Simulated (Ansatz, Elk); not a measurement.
# Bonding as seen by X-rays: ZrC2

The structure of ZrC2 used here is made up (a known structure type with other elements) and was relaxed beforehand with PBE. The aim is the Fourier transform of its all-electron density, F(hkl), set beside the sum over free spherical atoms that refinements use.

Method: DFT, PBE, all-electron APW+lo, Dirac cores, scalar-relativistic bands, static density, no spin, in Elk 11.2.3 (patched build).

The structure was built from a prototype and need not be the compound's stable phase.

**1. Set-up**

The structure is hexagonal, space group P6/mmm (No. 191). Conventional cell: a = 3.215 Å, b = 3.215 Å, c = 3.289 Å, α = 90.00°, β = 90.00°, γ = 120.00°. Nearest to Zr lie 12 C at 2.48 Å. Nearest to C lie 3 C at 1.86 Å and 6 Zr at 2.48 Å. Farther neighbours are not listed.

As a file:

```cif
data_structure
_symmetry_space_group_name_H-M 'P6/mmm'
_symmetry_Int_Tables_number 191
_cell_length_a 3.2150
_cell_length_b 3.2150
_cell_length_c 3.2885
_cell_angle_alpha 90.000
_cell_angle_beta 90.000
_cell_angle_gamma 120.000
_cell_volume 29.44
loop_
_atom_site_label
_atom_site_type_symbol
_atom_site_symmetry_multiplicity
_atom_site_Wyckoff_symbol
_atom_site_fract_x
_atom_site_fract_y
_atom_site_fract_z
_atom_site_occupancy
Zr1 Zr 1 a 0.00000 0.00000 0.00000 1
C1 C 2 d 0.66667 0.33333 0.50000 1
```

**2. Ground state and structure factors**

An all-electron density is needed, since X-rays see the cores too. Task 0 finds the density and task 195 Fourier-transforms it; tshift is off so that phases refer to the origin typed.

File elk.in:

```
tasks
  0
  195

xctype
  20

spinpol
  .false.

rgkmax
  7.0

gmaxvr
  14.0

lmaxo
  7

lmaxapw
  8

swidth
  0.002

tshift
  .false.

ramdisk
  .false.

hmaxvr
  5.5

maxscl
  120

epspot
  1e-06

sppath
  './'

avec
  6.07554120134 0.00000000000 0.00000000000
  -3.03777060067 5.26157302210 0.00000000000
  0.00000000000 0.00000000000 6.21437242198

atoms
  2
  'Zr.in'
  1
  -0.0000000000 -0.0000000000 0.0000000000   0.000000 0.000000 0.000000
  'C.in'
  2
  0.6666666667 0.3333333333 0.5000000000   0.000000 0.000000 0.000000
  0.3333333333 0.6666666667 0.5000000000   0.000000 0.000000 0.000000

ngridk
  8 8 7
```

On the command line:

```
> OMP_NUM_THREADS=4 elk
```

Numbers of over 12 decimals in the logs are rounded to 6 here.

What it wrote:

```text
┌─────────────────────────┐
│ Elk code version 11.2.3 │
└─────────────────────────┘

All units are atomic (Hartree, Bohr, etc.)

┌─────────────────────────────────────────────────┐
│ Ground-state run starting from atomic densities │
└─────────────────────────────────────────────────┘

Lattice vectors :
   6.075541201       0.000000000       0.000000000
  -3.037770601       5.261573022       0.000000000
   0.000000000       0.000000000       6.214372422

Reciprocal lattice vectors :
   1.034177055      0.5970824011      -0.000000000
   0.000000000       1.194164802       0.000000000
   0.000000000      -0.000000000       1.011073183

Unit cell volume      :    198.6542446
Brillouin zone volume :    1.248652974

Muffin-tin inner radius fraction :   0.1000000000E-01

Nuclei treated as point charges

Species : 1 (Zr)
 parameters loaded from : Zr.in
 name : zirconium
 nuclear charge    :   -40.00000000
 electronic charge :    40.00000000
 atomic mass :    166291.1793
 muffin-tin radius :    2.600000000
 number of radial points in muffin-tin :   1193
 inner part over the whole radius :   0.9967875514E-02
 number on inner part of muffin-tin    :    848
 approximate nuclear radius :   0.8202877663E-04
 number of mesh points to nuclear radius :    417
 atomic positions (lattice), magnetic fields (Cartesian) :
  1 :   0.00000000  0.00000000  0.00000000    0.00000000  0.00000000  0.00000000

Species : 2 (C)
 parameters loaded from : C.in
 name : carbon
 nuclear charge    :   -6.000000000
 electronic charge :    6.000000000
 atomic mass :    21894.16674
 muffin-tin radius :    1.728857674
 number of radial points in muffin-tin :    593
 inner part over the whole radius :   0.9797823345E-02
 number on inner part of muffin-tin    :    405
 approximate nuclear radius :   0.4747601631E-04
 number of mesh points to nuclear radius :    166
 atomic positions (lattice), magnetic fields (Cartesian) :
  1 :  -0.33333333  0.33333333  0.50000000    0.00000000  0.00000000  0.00000000
  2 :   0.33333333 -0.33333333  0.50000000    0.00000000  0.00000000  0.00000000

Total number of atoms per unit cell :    3
Total muffin-tin volume :    116.9130483
 ratio of muffin-tin to unit cell volume :   0.5885252971

Spin treatment :
 spin-unpolarised

Number of Bravais lattice symmetries :   24
Number of crystal symmetries         :   24
Crystal has inversion symmetry
Real symmetric eigensolver will be used

k-point grid :      8     8     7
k-point offset :    0.000000000       0.000000000       0.000000000
k-point set is reduced with full crystal symmetry group
Total number of k-points :       40

Muffin-tin radius times maximum |G+k| :    7.000000000
 using average radius
Maximum |G+k| for APW functions       :    3.466653481
Maximum (1/2)|G+k|²                   :    6.008843180
Maximum |G| for potential and density :    14.00000000
Constant for pseudocharge density :    9
 order of it for each species :   16  16
 order of it for pair densities of each species (exact exchange by exxq0 0: 17) :   16   5
Radial integration step length :    1

G-vector grid sizes :     28    28    28
Number of G-vectors :     9249

Maximum angular momentum used for
 APW functions            :    8
 outer part of muffin-tin :    7
 inner part of muffin-tin :    2

Total nuclear charge    :   -52.00000000
Total core charge       :    32.00000000
Total valence charge    :    20.00000000
Total excess charge     :    0.000000000
Total electronic charge :    52.00000000

Effective Wigner radius, rₛ :   0.9697697477

Number of empty states         :     12
Total number of valence states :     23
Total number of core states    :     32

Third-order local-orbitals added for an l without core states : T
Total number of local-orbitals :     29

Exchange-correlation functional :     20     0     0
 Perdew-Burke-Ernzerhof, Phys. Rev. Lett. 77, 3865 (1996)
 gradient requirement :    1
 generalised gradient approximation (GGA)

Smearing type :    3
 Fermi-Dirac
Smearing width :   0.2000000000E-02
[...]
Madelung                    :     -4444.4194313866
 xc potential                :     -162.23693399172
 exchange                    :     -122.61190839258
 correlation                 :     -2.496439
 electron entropic           :    -0.35322046546880E-03
 total energy                :     -3676.2969581541

Density of states at Fermi energy :    28.23535466
 (states/Hartree/unit cell)

Estimated indirect band gap :   0.6130245867E-03
 from k-point 20 to k-point 19
Estimated direct band gap   :   0.1335484154E-01
 at k-point 22

Charges :
 core                        :    32.00000000
 valence                     :    20.00000000
 interstitial                :    3.797064495
 muffin-tins (core leakage)
  species : 1 (Zr)
   atom 1                    :    37.69896962     (  0.2767190512E-05)
  species : 2 (C)
   atom 1                    :    5.251982942     (  0.6560254619E-05)
   atom 2                    :    5.251982942     (  0.6560254619E-05)
 total in muffin-tins        :    48.20293551
 total calculated charge     :    51.99950796
 total charge                :    52.00000000
 error                       :   0.4920395969E-03

RMS change in Kohn-Sham potential (target) :    2.254816270     (  0.1000000000E-05)
Absolute change in total energy (target)   :   0.2480380677     (  0.1000000000E-03)

[... loops 3 to 15 left out ...]

┌──────────────────┐
│ Loop number : 16 │
└──────────────────┘

Energies :
 Fermi                       :     0.481301
 sum of occupied eigenvalues :     -2162.1567015930
 electron kinetic            :      3794.8011535554
 core electron kinetic       :      3714.2530168062
 Coulomb                     :     -7344.9951915196
 Coulomb potential           :     -5794.0764130025
 nuclear-nuclear             :     -470.15426176429
 electron-nuclear            :     -7966.7549501030
 Hartree                     :      1091.9140203476
 Madelung                    :     -4447.9569850184
 xc potential                :     -162.88144214597
 exchange                    :     -122.63299442524
 correlation                 :     -2.509232
 electron entropic           :    -0.53365060606094E-03
 total energy                :     -3675.3367984517

Density of states at Fermi energy :    45.34015392
 (states/Hartree/unit cell)

Estimated indirect band gap :   0.2028282681E-02
 from k-point 7 to k-point 32
Estimated direct band gap   :   0.1976252195E-01
 at k-point 13

Charges :
 core                        :    32.00000000
 valence                     :    20.00000000
 interstitial                :    3.824083972
 muffin-tins (core leakage)
  species : 1 (Zr)
[...]
species : 2 (C)
[...]
total in muffin-tins        :    48.17591603
 total calculated charge     :    51.99946697
 total charge                :    52.00000000
 error                       :   0.5330311096E-03

RMS change in Kohn-Sham potential (target) :   0.7320239026E-06 (  0.1000000000E-05)
Absolute change in total energy (target)   :   0.6462528745E-05 (  0.1000000000E-03)

Convergence targets achieved

┌──────────────────┐
│ Loop number : 17 │
└──────────────────┘

Energies :
 Fermi                       :     0.481301
 sum of occupied eigenvalues :     -2162.1567033410
 electron kinetic            :      3794.8011516023
 core electron kinetic       :      3714.2530144288
 Coulomb                     :     -7344.9951913279
 Coulomb potential           :     -5794.0764118853
 nuclear-nuclear             :     -470.15426176429
 electron-nuclear            :     -7966.7549508307
 Hartree                     :      1091.9140212671
 Madelung                    :     -4447.9569853852
 xc potential                :     -162.88144305798
 exchange                    :     -122.63299444336
 correlation                 :     -2.509232
 electron entropic           :    -0.53365066632969E-03
 total energy                :     -3675.3368002284

Density of states at Fermi energy :    45.34015918
 (states/Hartree/unit cell)

Estimated indirect band gap :   0.2028285587E-02
 from k-point 7 to k-point 32
Estimated direct band gap   :   0.1976252481E-01
 at k-point 13

Charges :
 core                        :    32.00000000
 valence                     :    20.00000000
 interstitial                :    3.824083906
 muffin-tins (core leakage)
  species : 1 (Zr)
   atom 1                    :    38.22234030     (  0.2603467912E-05)
  species : 2 (C)
   atom 1                    :    4.976787898     (  0.6606088002E-05)
   atom 2                    :    4.976787898     (  0.6606088002E-05)
 total in muffin-tins        :    48.17591609
 total calculated charge     :    51.99946697
 total charge                :    52.00000000
 error                       :   0.5330310439E-03

┌──────────────────────────────┐
│ Self-consistent loop stopped │
└──────────────────────────────┘

Wrote STATE.OUT
```

Run time: 9.4 s. Hardware: 4 threads of Arm Neoverse V1, shared host; peak memory 0.17 GiB.

SFACRHO.OUT:

```text

h k l indices transformed by vhmat matrix:
   1.000000000       0.000000000       0.000000000    
   0.000000000       1.000000000       0.000000000    
   0.000000000       0.000000000       1.000000000    

      h      k      l  multipl.   |H|            Re(F)            Im(F)           |F|

      0      0      0      1   0.0000000       52.000000     -0.32633456E-16   52.000000    
      0      0     -1      2   1.0110732       24.837706     -0.76089430E-15   24.837706    
     -1      0      0      6   1.1941648       28.216095      -0.0000000       28.216095    
      1     -1      1     12   1.5647040       32.889513     -0.34461018E-15   32.889513    
      0      0     -2      2   2.0221464       31.638259      0.12155545E-14   31.638259    
     -1     -1      0      6   2.0683541       31.684086      0.99599062E-15   31.684086    
     -1     -1      1     12   2.3022506       21.029910      0.51208181E-15   21.029910    
     -1      0      2     12   2.3484262       23.097160      0.20676611E-14   23.097160    
     -2      0      0      6   2.3883296       22.823840      -0.0000000       22.823840    
      2      0      1     12   2.5935280       25.914636     -0.34461018E-15   25.914636    
      1      1      2     12   2.8926052       26.191471     -0.93656200E-15   26.191471    
      0      0     -3      2   3.0332196       18.617489     -0.13655492E-14   18.617489    
     -2      2     -2     12   3.1294080       19.905688     -0.68922036E-15   19.905688    
     -3      2      0     12   3.1594631       19.750862      0.34461018E-15   19.750862    
      1     -1     -3     12   3.2598237       22.798409      0.68922036E-15   22.798409    
     -3      1      1     24   3.3172995       22.636271      0.17230509E-15   22.636271    
     -3      0      0      6   3.5824944       23.281795      0.17499736E-16   23.281795    
     -1     -1     -3     12   3.6713090       16.526189     -0.11401683E-14   16.526189
```

Elk indexes on the primitive cell of elk.in and gives |H| = 4π sin θ/λ in inverse bohr. Below, one row stands for each form hkl of the conventional cell (m members, Friedel mates merged), F is for one primitive cell and the density is static (no thermal factor). Free-atom factors are Waasmaier and Kirfel's, and R is Σm||F|−|F'||/Σm|F|.

```
hkl   m  sin θ/λ (Å⁻¹)  abs F, DFT  neutral atoms   diff.
001   2          0.152      24.838         25.077  -0.239
100   6          0.180      28.216         28.457  -0.241
101  12          0.235      32.889         32.914  -0.025
002   2          0.304      31.638         31.877  -0.238
110   6          0.311      31.684         31.505  +0.179
111  12          0.346      21.030         20.979  +0.051
102  12          0.353      23.097         22.965  +0.132
200   6          0.359      22.824         22.788  +0.035
201  12          0.390      25.915         25.882  +0.032
112  12          0.435      26.192         26.227  -0.035
003   2          0.456      18.617         18.438  +0.180
202  12          0.471      19.906         19.874  +0.032
210  12          0.475      19.751         19.770  -0.019
103  12          0.490      22.798         22.831  -0.033
```

**3. The highest occupied states alone**

An energy window below the Fermi level keeps the highest occupied states, to see at which angles they scatter; shallow core shells can lie inside it and anion s states outside. No new self-consistency is needed.

Changes to elk.in since step 2:

```diff
@@ -1,3 +1,2 @@
 tasks
-  0
   195
@@ -40,2 +39,5 @@
 
+wsfac
+  0.040310 0.781300
+
 sppath
```

On the command line:

```
> OMP_NUM_THREADS=4 elk
```

What it wrote:

```text
┌─────────────────────────────────┐
│ Elk code version 11.2.3 started │
└─────────────────────────────────┘

Info(readinput): the functional depends on the density's gradient
 muffin-tin radial points multiplied by    2.00000
 (not where nrmtscf is given)

┌────────────────────┐
│ Current task : 195 │
└────────────────────┘
Info(checkmt): changed muffin-tin radius of species 2 (C) from   1.8000 to   1.7289

Info(sfacrho): density structure factors written to SFACRHO.OUT

 Energy window :   0.4031000000E-01  0.7813000000

┌──────────────────┐
│ Elk code stopped │
└──────────────────┘
```

Elapsed: 2.5 s, on 4 threads; peak memory 0.18 GiB.

States within 12 eV below the Fermi level hold 9.77 electrons; any levels below the window count with the cores, and a count that is not whole means the window cuts a band. Their amplitudes can exceed the total, where window and core parts have opposite phase:

```csv
hkl,sin θ/λ (Å⁻¹),"abs F, window","abs F, all"
001,0.152,2.738,24.838
100,0.180,1.155,28.216
101,0.235,1.101,32.889
002,0.304,0.704,31.638
110,0.311,1.193,31.684
111,0.346,0.569,21.030
102,0.353,0.116,23.097
200,0.359,0.269,22.824
201,0.390,0.208,25.915
112,0.435,0.087,26.192
```

(Part 1 of 2 ends here.)

[Logs are printed without paths, hosts, clocks, repeated set-up lines and the standing remarks that a program may print on its own settings, such as how far it seeks lower states.]

[Hosts, paths, dates, database ids (printed as entryN), source tags and the programs' standing remarks are cut or masked in the printed files.]
